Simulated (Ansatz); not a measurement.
In doubt: masses and optical values from hybrid runs of this build are listed as unsure, which bears on the screening that GW takes from such a start.

Rows from a G0W0 calculation on GeH6CBr3N (CH3NH3GeBr3) (Ansatz 0.2.0; G0W0 on HSE06, plane waves, PAW; 4×4×4 mesh, 335 empty bands, screening to 90 eV), in eV. Spin-orbit coupling is left out.

The structure was built from a prototype and need not be the compound's stable phase.

```csv
row,k,band,start,Σx,Σc at the solution,Vxc
A,"(-0.500, -0.500, -0.500)",c2,5.190,-8.280,-3.294,-11.881
B,"(-0.500, -0.500, -0.500)",c3,5.466,-8.028,-3.327,-11.652
C,"(-0.500, -0.500, -0.500)",c1,5.046,-8.374,-3.279,-11.968
D,"(-0.500, -0.500, -0.500)",v3,1.013,-19.799,2.443,-16.902
E,"(-0.500, -0.500, -0.500)",v2,1.040,-19.828,2.419,-16.967
F,"(-0.500, -0.500, -0.500)",v1,3.377,-17.901,0.748,-16.905
```

Question: Give the quasiparticle energies and the shift of each level.

The quasiparticle equation reads E = start + Σx + Σc(E) − Vxc.

```
row  E (eV)  shift (eV)
  A   5.498      +0.308
  B   5.763      +0.297
  C   5.361      +0.315
  D   0.558      −0.455
  E   0.598      −0.441
  F   3.129      −0.248
```

The gap over the computed points goes from 1.67 eV to 2.23 eV.

Limits: not at the basis limit; no spin-orbit coupling.

[Paths, hosts, dates, memory and timing lines, banners, echoed tables and standing remarks are left out of the program output.]

[Logs are printed without paths, hosts, clocks, repeated set-up lines and the standing remarks that a program may print on its own settings, such as how far it seeks lower states.]

[Runs of the session that timed out or met a known fault of the program may be left out.]

[Cells called generated may have been cut or substituted from an entry of the Crystallography Open Database or the Materials Project.]

[Hosts, paths, dates, database ids (printed as entryN), source tags and the programs' standing remarks are cut or masked in the printed files.]
